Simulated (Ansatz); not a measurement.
# VSi2: which shell does photoemission see at 21.2 and 1486.7 eV? (LDA)

The valence band of VSi2 mixes several shells. Work out by hand which one leads the spectrum's area at each photon energy.

Filled states come from the projected DOS of Ansatz 0.2.0 (LDA, plane waves); cross sections σ and asymmetry parameters β are those of free atoms in a Dirac–Hartree–Slater calculation. A shell's area is states × σ × angular factor, which is 1 − β·P₂(cos θ)/2 for unpolarised light, with θ = 54.7° from the beam and P₂ = 0.001.

**At 21.2 eV** (states counted from 11.2 eV below the zero; other shells add 0.12 to the products' sum of 28.5):

| shell | filled states a cell | cross section (Mb an electron) | β | angular factor | product | share by hand (%) | share in the simulated spectrum (%) |
| --- | --- | --- | --- | --- | --- | --- | --- |
| V 3d | 12.66 | 2 | 0.05 | 1.00 | 25.2 | 89 | 89 |
| Si 3s | 6.29 | 0.129 | 2.00 | 1.00 | 0.81 | 3 | 3 |
| Si 3p | 15.90 | 0.148 | 0.75 | 1.00 | 2.35 | 8 | 8 |

**At 1486.7 eV** (states counted from 14.9 eV below the zero; other shells add 0.00037 to the products' sum of 0.00757):

| shell | filled states a cell | cross section (Mb an electron) | β | angular factor | product | share by hand (%) | share in the simulated spectrum (%) |
| --- | --- | --- | --- | --- | --- | --- | --- |
| V 3d | 12.68 | 0.000139 | 0.77 | 1.00 | 0.00176 | 23 | 24 |
| Si 3s | 7.48 | 0.000534 | 2.00 | 1.00 | 0.00399 | 53 | 53 |
| Si 3p | 16.44 | 8.81e-05 | 1.00 | 1.00 | 0.00145 | 19 | 19 |

V 3d leads at 21.2 eV and Si 3s at 1486.7 eV. Between the two energies σ of V 3d changes by a factor 7.0e-5 and that of Si 3s by 0.0041, so their ratio moves 60-fold in favour of the second. The simulated spectrum uses the same rule on the energy-resolved DOS, so the two share columns agree within a few points.

Only crystals where the two columns agree within 4 points and the lead is clear are worked in this form. Free-atom cross sections ignore the solid's final states, no escape depth or background enters, and the count of states a shell hangs on the projection.
